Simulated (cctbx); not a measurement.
# KP3Pb4O12 with cctbx, script by script

Library: cctbx 2025.11. The data are simulated by the first script.

## 1. Simulate the data

run.py:

```python
from cctbx import adptbx, crystal, miller, sgtbx, xray
from cctbx.array_family import flex
from iotbx.shelx import hklf
from scitbx import matrix
import scitbx.random

cs = crystal.symmetry(unit_cell=(10.755, 7.092, 17.044, 90, 90, 90), space_group_symbol='Hall: -P 2ac 2n')  # Pnma
atoms = [  # label, site, U (iso, or U11 U22 U33 U12 U13 U23 in A^2), occupancy
    ("Pb1", (0.7491, 0.5001, 0.5527), 0.0053, 1),
    ("Pb2", (0.9346, 0.25, 0.873), 0.0064, 1),
    ("Pb3", (0.4489, 0.75, 0.1301), 0.0064, 1),
    ("K1", (0.7466, 0.25, 0.2889), 0.0103, 1),
    ("P1", (0.0297, 0.75, 0.5623), 0.0120, 1),
    ("P2", (0.9586, 0.75, 0.9465), 0.0098, 1),
    ("P3", (0.206, 0.25, 0.7732), 0.0117, 1),
    ("O1", (0.1046, 0.25, 0.965), 0.0145, 1),
    ("O2", (0.0618, 0.9464, 0.6111), 0.0146, 1),
    ("O3", (0.6194, 0.75, 0.0246), 0.0115, 1),
    ("O4", (0.594, 0.4549, 0.4022), 0.0111, 1),
    ("O5", (0.6251, 0.25, 0.0338), 0.0143, 1),
    ("O6", (0.9534, 0.75, 0.2334), 0.0114, 1),
    ("O7", (0.1138, 0.75, 0.9564), 0.0110, 1),
    ("O8", (0.2474, 0.9574, 0.3197), 0.0124, 1),
    ("O9", (0.2487, 0.25, 0.6743), 0.0144, 1),
]
xs = xray.structure(crystal_symmetry=cs)
for label, site, u, occ in atoms:
    u = adptbx.u_cif_as_u_star(cs.unit_cell(), u) if isinstance(u, tuple) else u
    xs.add_scatterer(xray.scatterer(label, site=site, u=u, occupancy=occ))
xs.set_inelastic_form_factors(1.3414, "sasaki")
xs.show_summary()
p1 = xs.expand_to_p1()
ms = miller.build_set(p1, anomalous_flag=True, d_min=0.83)
flex.set_random_seed(144795)
scitbx.random.set_random_seed(144795)
ms = ms.select(flex.random_double(ms.size()) < 0.95)
i = ms.structure_factors_from_scatterers(p1, algorithm="direct").f_calc().as_intensity_array().data()
i = i * 20000 / flex.max(i)
sig = flex.sqrt(i + flex.pow2(0.06 * i) + 2 ** 2)
noise = scitbx.random.variate(scitbx.random.normal_distribution())(i.size())
data = ms.array(data=i + sig * noise, sigmas=sig).set_observation_type_xray_intensity()
with open("data.hkl", "w") as f:
    data.export_as_shelx_hklf(f)
print("reflections written:", data.size(), " <I/sigma> = %.1f" % flex.mean(data.data() / data.sigmas()))
for h, a, b in list(data.sort("data"))[:12]:
    print("%4d%4d%4d %9.1f %7.1f" % (h + (a, b)))
```

```console
$ python run.py
```

```text
Number of scatterers: 16
At special positions: 12
Unit cell: (10.755, 7.092, 17.044, 90, 90, 90)
Space group: P n m a (No. 62)
reflections written: 9047  <I/sigma> = 7.3
   0   4   0   22240.7  1208.3
   0  -4   0   21401.1  1208.3
   2  -2   0   12981.8   730.6
  -2  -2   0   12824.9   730.6
   3   0  -2   12679.2   715.2
   2   2   0   12604.6   730.6
   3   0   2   12495.7   715.2
   6   0   0   11974.9   645.6
  -3   0  -2   11965.6   715.2
  -2   2   0   11688.0   730.6
  -3   0   2   11307.4   715.2
  -3   2  -6   11251.8   647.7
```

It took 0.47 s on 1 thread of Arm Neoverse N1 (shared host), peak memory 0.07 GiB.

## 2. Refinement (right model, isotropic)

run.py:

```python
import math
from cctbx import adptbx, crystal, maptbx, sgtbx, xray
from cctbx.array_family import flex
from cctbx.xray import observations
from iotbx.shelx import hklf
from scitbx.lstbx import normal_eqns_solving
from smtbx import absolute_structure, utils
from smtbx.refinement import constraints, least_squares

cs = crystal.symmetry(unit_cell=(10.755, 7.092, 17.044, 90, 90, 90), space_group_symbol='Hall: -P 2ac 2n')  # Pnma
atoms = [  # label, site, U (iso, or U11 U22 U33 U12 U13 U23 in A^2), occupancy
    ("Pb1", (0.7474, 0.498, 0.5506), 0.0200, 1),
    ("Pb2", (0.9396, 0.25, 0.8683), 0.0200, 1),
    ("Pb3", (0.4514, 0.75, 0.1286), 0.0200, 1),
    ("K1", (0.741, 0.25, 0.2897), 0.0200, 1),
    ("P1", (0.0328, 0.75, 0.5671), 0.0200, 1),
    ("P2", (0.9548, 0.75, 0.9453), 0.0200, 1),
    ("P3", (0.197, 0.25, 0.7739), 0.0200, 1),
    ("O1", (0.1071, 0.25, 0.9632), 0.0200, 1),
    ("O2", (0.0623, 0.9545, 0.6079), 0.0200, 1),
    ("O3", (0.6219, 0.75, 0.0262), 0.0200, 1),
    ("O4", (0.5978, 0.4587, 0.4022), 0.0200, 1),
    ("O5", (0.62, 0.25, 0.035), 0.0200, 1),
    ("O6", (0.9534, 0.75, 0.2334), 0.0200, 1),
    ("O7", (0.1149, 0.75, 0.9592), 0.0200, 1),
    ("O8", (0.2497, 0.9581, 0.3214), 0.0200, 1),
    ("O9", (0.252, 0.25, 0.6731), 0.0200, 1),
]
xs = xray.structure(crystal_symmetry=cs)
for label, site, u, occ in atoms:
    u = adptbx.u_cif_as_u_star(cs.unit_cell(), u) if isinstance(u, tuple) else u
    xs.add_scatterer(xray.scatterer(label, site=site, u=u, occupancy=occ))
xs.set_inelastic_form_factors(1.3414, "sasaki")
raw = hklf.reader(file_name="data.hkl").as_miller_arrays(crystal_symmetry=cs, anomalous=True)[0]
merged = raw.eliminate_sys_absent().merge_equivalents()
fo2 = merged.array().set_observation_type_xray_intensity()
print("Rint %.3f, %d unique reflections to %.2f A" % (merged.r_int(), fo2.size(), fo2.d_min()))
for sc in xs.scatterers():
    sc.flags.set_grad_site(True)
    sc.flags.set_grad_u_aniso(sc.flags.use_u_aniso())
    sc.flags.set_grad_u_iso(sc.flags.use_u_iso())
obs = fo2.as_xray_observations()
extra = {}
rep = constraints.reparametrisation(xs, [], utils.connectivity_table(xs), **extra)
ls = least_squares.crystallographic_ls(obs, rep, weighting_scheme=least_squares.mainstream_shelx_weighting(a=0, b=0))
print("cycle     R1     wR2    GooF  max shift (A)")
for cycle in range(8):
    ls.build_up()
    r1, wr2, goof = ls.r1_factor(cutoff_factor=2)[0], ls.wR2(), ls.goof()
    old = xs.sites_cart()
    normal_eqns_solving.levenberg_marquardt_iterations(ls, n_max_iterations=3, tau=1e-06, step_threshold=1e-7)
    big = flex.max((xs.sites_cart() - old).norms())
    print("%4d %7.4f %7.4f %7.3f %9.5f" % (cycle + 1, r1, wr2, goof, big))
    ls.build_up(objective_only=True)
    if abs(ls.wR2() - wr2) < 5e-5 and big < 5e-4:
        break
ls.build_up()
print("final R1 %.4f wR2 %.4f GooF %.3f  parameters %d  data/parameter %.1f" % (ls.r1_factor(cutoff_factor=2)[0], ls.wR2(), ls.goof(), ls.n_parameters, fo2.size() / ls.n_parameters))
cov = ls.covariance_matrix_and_annotations()
su = dict(zip(cov.annotations, (math.sqrt(max(v, 0)) for v in cov.matrix.matrix_packed_u_diagonal())))
a2 = cs.unit_cell().reciprocal_parameters()[0] ** -2
print("atom        x        y        z      Ueq    occ   su(xyz)  su(Uiso or U11)")
for sc in xs.scatterers():
    s = max(su.get(sc.label + k, 0) for k in (".x", ".y", ".z"))
    npd = "" if sc.is_positive_definite_u(cs.unit_cell()) else "  NPD"
    print("%-5s %8.5f %8.5f %8.5f %8.4f %6.3f %8.5f %7.4f%s" % ((sc.label,) + sc.site + (sc.u_iso_or_equiv(cs.unit_cell()), sc.occupancy, s, su.get(sc.label + ".uiso", su.get(sc.label + ".u11", 0) * a2), npd)))
fo = fo2.f_sq_as_f()
fc = fo.structure_factors_from_scatterers(xs, algorithm="direct").f_calc()
diff = fo.f_obs_minus_f_calc(1 / math.sqrt(ls.scale_factor()), fc).average_bijvoet_mates()
m = diff.fft_map(symmetry_flags=maptbx.use_space_group_symmetry, resolution_factor=0.25).apply_volume_scaling()
print("difference map: max %.2f min %.2f rms %.2f" % (m.statistics().max(), m.statistics().min(), m.statistics().sigma()))
peaks = m.peak_search(parameters=maptbx.peak_search_parameters(min_distance_sym_equiv=0.6, max_clusters=6)).all()
near = xs.closest_distances(peaks.sites(), distance_cutoff=4)
sps = cs.special_position_settings(min_distance_sym_equiv=0.5)
for k, (x, h) in enumerate(zip(peaks.sites(), peaks.heights())):
    ss = sps.site_symmetry(x)
    print("Q%-3d %7.4f %7.4f %7.4f %4d %7.2f  %.2f A from %s" % ((k + 1,) + tuple(t % 1 for t in ss.exact_site()) + (ss.multiplicity(), h, near.smallest_distances[k], xs.scatterers()[near.i_seqs[k]].label)))
```

```console
$ python run.py
```

```text
Rint 0.051, 1296 unique reflections to 0.83 A
cycle     R1     wR2    GooF  max shift (A)
   1  0.2262  0.5574  12.994   0.09671
   2  0.0168  0.0427   0.997   0.01408
   3  0.0163  0.0405   0.944   0.00000
final R1 0.0163 wR2 0.0405 GooF 0.944  parameters 52  data/parameter 24.9
atom        x        y        z      Ueq    occ   su(xyz)  su(Uiso or U11)
Pb1    0.74910  0.50014  0.55271   0.0052  1.000  0.00002  0.0001
Pb2    0.93461  0.25000  0.87299   0.0063  1.000  0.00002  0.0001
Pb3    0.44888  0.75000  0.13009   0.0063  1.000  0.00002  0.0001
K1     0.74645  0.25000  0.28901   0.0102  1.000  0.00012  0.0003
P1     0.02968  0.75000  0.56235   0.0120  1.000  0.00017  0.0003
P2     0.95834  0.75000  0.94645   0.0096  1.000  0.00016  0.0003
P3     0.20594  0.25000  0.77317   0.0117  1.000  0.00016  0.0003
O1     0.10440  0.25000  0.96491   0.0142  1.000  0.00045  0.0010
O2     0.06153  0.94695  0.61115   0.0148  1.000  0.00053  0.0007
O3     0.61932  0.75000  0.02498   0.0121  1.000  0.00044  0.0009
O4     0.59409  0.45528  0.40245   0.0104  1.000  0.00049  0.0006
O5     0.62504  0.25000  0.03442   0.0147  1.000  0.00046  0.0010
O6     0.95366  0.75000  0.23320   0.0118  1.000  0.00042  0.0010
O7     0.11392  0.75000  0.95656   0.0109  1.000  0.00043  0.0009
O8     0.24725  0.95744  0.32000   0.0129  1.000  0.00056  0.0007
O9     0.24901  0.25000  0.67430   0.0152  1.000  0.00041  0.0011
difference map: max 1.20 min -1.06 rms 0.24
Q1    0.0786  0.7500  0.1921    4    1.22  1.12 A from Pb2
Q2    0.0985  0.7500  0.6959    4    1.08  1.69 A from K1
Q3    0.0875  0.7500  0.2624    4    0.90  1.52 A from O6
Q4    0.0236  0.2500  0.0007    4    0.89  0.92 A from P2
Q5    0.2402  0.2500  0.8348    4    0.89  1.11 A from P3
Q6    0.1651  0.2500  0.9407    4    0.87  0.77 A from O1
```

Time: 0.66 s.

## 3. Refinement (right model, anisotropic)

run.py, as its changes from the last script of this kind:

```diff
@@ -12,16 +12,16 @@
-    ("Pb1", (0.7474, 0.498, 0.5506), 0.0200, 1),
-    ("Pb2", (0.9396, 0.25, 0.8683), 0.0200, 1),
-    ("Pb3", (0.4514, 0.75, 0.1286), 0.0200, 1),
-    ("K1", (0.741, 0.25, 0.2897), 0.0200, 1),
-    ("P1", (0.0328, 0.75, 0.5671), 0.0200, 1),
-    ("P2", (0.9548, 0.75, 0.9453), 0.0200, 1),
-    ("P3", (0.197, 0.25, 0.7739), 0.0200, 1),
-    ("O1", (0.1071, 0.25, 0.9632), 0.0200, 1),
-    ("O2", (0.0623, 0.9545, 0.6079), 0.0200, 1),
-    ("O3", (0.6219, 0.75, 0.0262), 0.0200, 1),
-    ("O4", (0.5978, 0.4587, 0.4022), 0.0200, 1),
-    ("O5", (0.62, 0.25, 0.035), 0.0200, 1),
-    ("O6", (0.9534, 0.75, 0.2334), 0.0200, 1),
-    ("O7", (0.1149, 0.75, 0.9592), 0.0200, 1),
-    ("O8", (0.2497, 0.9581, 0.3214), 0.0200, 1),
-    ("O9", (0.252, 0.25, 0.6731), 0.0200, 1),
+    ("Pb1", (0.7491, 0.50014, 0.55271), 0.0052, 1),
+    ("Pb2", (0.93461, 0.25, 0.87299), 0.0063, 1),
+    ("Pb3", (0.44888, 0.75, 0.13009), 0.0063, 1),
+    ("K1", (0.74645, 0.25, 0.28901), 0.0102, 1),
+    ("P1", (0.02968, 0.75, 0.56235), 0.0120, 1),
+    ("P2", (0.95834, 0.75, 0.94645), 0.0096, 1),
+    ("P3", (0.20594, 0.25, 0.77317), 0.0117, 1),
+    ("O1", (0.1044, 0.25, 0.96491), 0.0142, 1),
+    ("O2", (0.06153, 0.94695, 0.61115), 0.0148, 1),
+    ("O3", (0.61932, 0.75, 0.02498), 0.0121, 1),
+    ("O4", (0.59409, 0.45528, 0.40245), 0.0104, 1),
+    ("O5", (0.62504, 0.25, 0.03442), 0.0147, 1),
+    ("O6", (0.95366, 0.75, 0.2332), 0.0118, 1),
+    ("O7", (0.11392, 0.75, 0.95656), 0.0109, 1),
+    ("O8", (0.24725, 0.95744, 0.32), 0.0129, 1),
+    ("O9", (0.24901, 0.25, 0.6743), 0.0152, 1),
@@ -33,0 +34 @@
+xs.convert_to_anisotropic()
```

```console
$ python run.py
```

```text
Rint 0.051, 1296 unique reflections to 0.83 A
cycle     R1     wR2    GooF  max shift (A)
   1  0.0163  0.0405   0.967   0.00230
   2  0.0160  0.0397   0.948   0.00010
final R1 0.0160 wR2 0.0397 GooF 0.948  parameters 108  data/parameter 12.0
atom        x        y        z      Ueq    occ   su(xyz)  su(Uiso or U11)
Pb1    0.74910  0.50014  0.55271   0.0052  1.000  0.00002  0.0001
Pb2    0.93460  0.25000  0.87300   0.0063  1.000  0.00002  0.0001
Pb3    0.44888  0.75000  0.13009   0.0063  1.000  0.00002  0.0001
K1     0.74646  0.25000  0.28901   0.0101  1.000  0.00012  0.0007
P1     0.02969  0.75000  0.56235   0.0120  1.000  0.00017  0.0008
P2     0.95831  0.75000  0.94646   0.0097  1.000  0.00016  0.0008
P3     0.20595  0.25000  0.77320   0.0119  1.000  0.00016  0.0008
O1     0.10431  0.25000  0.96478   0.0141  1.000  0.00046  0.0025
O2     0.06151  0.94681  0.61111   0.0150  1.000  0.00055  0.0018
O3     0.61933  0.75000  0.02507   0.0122  1.000  0.00046  0.0024
O4     0.59414  0.45527  0.40248   0.0104  1.000  0.00051  0.0016
O5     0.62507  0.25000  0.03451   0.0145  1.000  0.00047  0.0024
O6     0.95364  0.75000  0.23315   0.0118  1.000  0.00044  0.0023
O7     0.11384  0.75000  0.95654   0.0109  1.000  0.00044  0.0024
O8     0.24728  0.95756  0.32004   0.0128  1.000  0.00057  0.0018
O9     0.24904  0.25000  0.67431   0.0150  1.000  0.00041  0.0026
difference map: max 1.22 min -1.06 rms 0.24
Q1    0.0785  0.7500  0.1927    4    1.25  1.13 A from Pb2
Q2    0.0988  0.7500  0.6965    4    1.07  1.68 A from K1
Q3    0.0219  0.2500  0.0013    4    0.89  0.92 A from P2
Q4    0.0861  0.7500  0.2621    4    0.88  1.51 A from O6
Q5    0.2403  0.2500  0.8347    4    0.85  1.11 A from P3
Q6    0.0161  0.7500  0.8507    4    0.84  1.75 A from P2
```

Time: 0.67 s.

## 4. Refinement

run.py, as its changes from the last script of this kind:

```diff
@@ -27 +26,0 @@
-    ("O9", (0.24901, 0.25, 0.6743), 0.0152, 1),
@@ -48 +47 @@
-for cycle in range(8):
+for cycle in range(12):
```

```console
$ python run.py
```

```text
Rint 0.051, 1296 unique reflections to 0.83 A
cycle     R1     wR2    GooF  max shift (A)
   1  0.0320  0.0884   2.102   0.00821
   2  0.0321  0.0865   2.058   0.00063
   3  0.0321  0.0865   2.058   0.00006
final R1 0.0321 wR2 0.0865 GooF 2.058  parameters 102  data/parameter 12.7
atom        x        y        z      Ueq    occ   su(xyz)  su(Uiso or U11)
Pb1    0.74910  0.50012  0.55266   0.0049  1.000  0.00005  0.0003
Pb2    0.93462  0.25000  0.87299   0.0059  1.000  0.00005  0.0003
Pb3    0.44889  0.75000  0.13010   0.0059  1.000  0.00005  0.0003
K1     0.74630  0.25000  0.28869   0.0111  1.000  0.00027  0.0016
P1     0.02973  0.75000  0.56242   0.0114  1.000  0.00037  0.0018
P2     0.95841  0.75000  0.94643   0.0093  1.000  0.00035  0.0017
P3     0.20556  0.25000  0.77330   0.0116  1.000  0.00036  0.0017
O1     0.10423  0.25000  0.96484   0.0136  1.000  0.00099  0.0055
O2     0.06178  0.94710  0.61139   0.0137  1.000  0.00118  0.0038
O3     0.61920  0.75000  0.02494   0.0112  1.000  0.00098  0.0053
O4     0.59402  0.45646  0.40250   0.0094  1.000  0.00107  0.0033
O5     0.62473  0.25000  0.03405   0.0132  1.000  0.00101  0.0052
O6     0.95312  0.75000  0.23285   0.0111  1.000  0.00095  0.0051
O7     0.11323  0.75000  0.95684   0.0102  1.000  0.00095  0.0051
O8     0.24733  0.95749  0.32029   0.0110  1.000  0.00121  0.0038
difference map: max 16.04 min -1.15 rms 0.47
Q1    0.2487  0.2500  0.6745    4   16.71  1.75 A from P3
Q2    0.2477  0.2500  0.1838    4    2.03  0.47 A from K1
Q3    0.2467  0.9993  0.4337    8    1.54  0.24 A from Pb1
Q4    0.0741  0.7500  0.1244    4    1.53  0.10 A from Pb2
Q5    0.2484  0.2500  0.6056    4    1.35  2.04 A from Pb2
Q6    0.0689  0.2500  0.6255    4    1.29  0.21 A from Pb3
```

Time: 0.85 s.

This run holds a fault made on purpose: atom left out: O9.

## 5. Refinement

run.py, as its changes from the last script of this kind:

```diff
@@ -15,3 +15,3 @@
-    ("K1", (0.74645, 0.25, 0.28901), 0.0102, 1),
-    ("P1", (0.02968, 0.75, 0.56235), 0.0120, 1),
-    ("P2", (0.95834, 0.75, 0.94645), 0.0096, 1),
+    ("P1", (0.74645, 0.25, 0.28901), 0.0102, 1),
+    ("P2", (0.02968, 0.75, 0.56235), 0.0120, 1),
+    ("K1", (0.95834, 0.75, 0.94645), 0.0096, 1),
@@ -26,0 +27 @@
+    ("O9", (0.24901, 0.25, 0.6743), 0.0152, 1),
```

```console
$ python run.py
```

```text
Rint 0.051, 1296 unique reflections to 0.83 A
cycle     R1     wR2    GooF  max shift (A)
   1  0.0306  0.0821   1.959   0.00788
   2  0.0210  0.0569   1.357   0.00031
final R1 0.0210 wR2 0.0569 GooF 1.357  parameters 108  data/parameter 12.0
atom        x        y        z      Ueq    occ   su(xyz)  su(Uiso or U11)
Pb1    0.74911  0.50014  0.55271   0.0050  1.000  0.00003  0.0002
Pb2    0.93459  0.25000  0.87299   0.0060  1.000  0.00003  0.0002
Pb3    0.44886  0.75000  0.13009   0.0061  1.000  0.00003  0.0002
P1     0.74635  0.25000  0.28898  -0.0002  1.000  0.00017  0.0010  NPD
P2     0.02979  0.75000  0.56236   0.0114  1.000  0.00025  0.0012
K1     0.95846  0.75000  0.94645   0.0210  1.000  0.00023  0.0012
P3     0.20597  0.25000  0.77318   0.0117  1.000  0.00023  0.0012
O1     0.10450  0.25000  0.96482   0.0144  1.000  0.00065  0.0036
O2     0.06139  0.94718  0.61087   0.0148  1.000  0.00078  0.0026
O3     0.61900  0.75000  0.02530   0.0117  1.000  0.00066  0.0035
O4     0.59445  0.45571  0.40224   0.0105  1.000  0.00072  0.0023
O5     0.62509  0.25000  0.03424   0.0142  1.000  0.00067  0.0035
O6     0.95331  0.75000  0.23316   0.0112  1.000  0.00062  0.0033
O7     0.11356  0.75000  0.95658   0.0104  1.000  0.00065  0.0035
O8     0.24762  0.95773  0.32039   0.0128  1.000  0.00081  0.0026
O9     0.24908  0.25000  0.67396   0.0159  1.000  0.00060  0.0038
difference map: max 3.22 min -2.31 rms 0.32
Q1    0.2485  0.7500  0.7154    4    3.27  0.09 A from P1
Q2    0.0766  0.7500  0.1911    4    1.25  1.10 A from Pb2
Q3    0.1023  0.7500  0.6994    4    1.21  1.64 A from P1
Q4    0.2427  0.2500  0.1099    4    0.97  1.72 A from P1
Q5    0.0382  0.7500  0.2434    4    0.93  0.93 A from O6
Q6    0.0184  0.2500  0.9894    4    0.92  1.02 A from O1
```

Time: 0.7 s.

This run holds a fault made on purpose: elements exchanged: K1 is P and P1 is K.

## 6. Refinement

run.py, as its changes from the last script of this kind:

```diff
@@ -15,3 +15,3 @@
-    ("P1", (0.74645, 0.25, 0.28901), 0.0102, 1),
-    ("P2", (0.02968, 0.75, 0.56235), 0.0120, 1),
-    ("K1", (0.95834, 0.75, 0.94645), 0.0096, 1),
+    ("K1", (0.74645, 0.25, 0.28901), 0.0102, 1),
+    ("P1", (0.02968, 0.75, 0.56235), 0.0120, 1),
+    ("P2", (0.95834, 0.75, 0.94645), 0.0096, 1),
@@ -36 +36 @@
-merged = raw.eliminate_sys_absent().merge_equivalents()
+merged = raw.eliminate_sys_absent().resolution_filter(d_min=1.6).merge_equivalents()
```

```console
$ python run.py
```

```text
Rint 0.045, 195 unique reflections to 1.61 A
cycle     R1     wR2    GooF  max shift (A)
   1  0.0167  0.0387   1.362   0.03918
   2  0.0112  0.0247   0.869   0.00115
   3  0.0112  0.0247   0.869   0.00013
final R1 0.0112 wR2 0.0247 GooF 0.869  parameters 108  data/parameter 1.8
atom        x        y        z      Ueq    occ   su(xyz)  su(Uiso or U11)
Pb1    0.74914  0.50013  0.55273   0.0063  1.000  0.00014  0.0016
Pb2    0.93474  0.25000  0.87293   0.0067  1.000  0.00012  0.0016
Pb3    0.44895  0.75000  0.13011   0.0061  1.000  0.00011  0.0016
K1     0.74667  0.25000  0.28912   0.0111  1.000  0.00040  0.0064
P1     0.03003  0.75000  0.56225   0.0062  1.000  0.00138  0.0124  NPD
P2     0.95697  0.75000  0.94604   0.0049  1.000  0.00129  0.0125  NPD
P3     0.20761  0.25000  0.77272   0.0101  1.000  0.00124  0.0100  NPD
O1     0.10390  0.25000  0.96401   0.0063  1.000  0.00148  0.0169  NPD
O2     0.06337  0.94864  0.61074   0.0116  1.000  0.00221  0.0169  NPD
O3     0.61877  0.75000  0.02716   0.0164  1.000  0.00154  0.0158
O4     0.59307  0.45470  0.40097   0.0128  1.000  0.00209  0.0121  NPD
O5     0.62356  0.25000  0.03473   0.0046  1.000  0.00210  0.0193  NPD
O6     0.95431  0.75000  0.23347   0.0149  1.000  0.00210  0.0196  NPD
O7     0.11459  0.75000  0.95751   0.0029  1.000  0.00208  0.0195  NPD
O8     0.24763  0.96112  0.32002   0.0049  1.000  0.00192  0.0152  NPD
O9     0.25093  0.25000  0.67227   0.0235  1.000  0.00148  0.0386  NPD
difference map: max 0.35 min -0.31 rms 0.10
Q1    0.1008  0.7500  0.6558    4    0.38  1.65 A from O2
Q2    0.0903  0.0408  0.6981    8    0.33  1.65 A from O2
Q3    0.2333  0.2500  0.9072    4    0.29  1.70 A from O1
Q4    0.0966  0.7500  0.9811    4    0.29  0.45 A from O7
Q5    0.0698  0.2500  0.7561    4    0.27  0.31 A from O6
Q6    0.0652  0.7500  0.8744    4    0.27  1.51 A from O7
```

It took 0.68 s on 1 thread of Arm Neoverse N1, with other jobs on the host, peak memory 0.09 GiB.

This run holds a fault made on purpose: data cut at low resolution.

[Logs are printed without paths, hosts, clocks, repeated set-up lines and the standing remarks that a program may print on its own settings, such as how far it seeks lower states.]
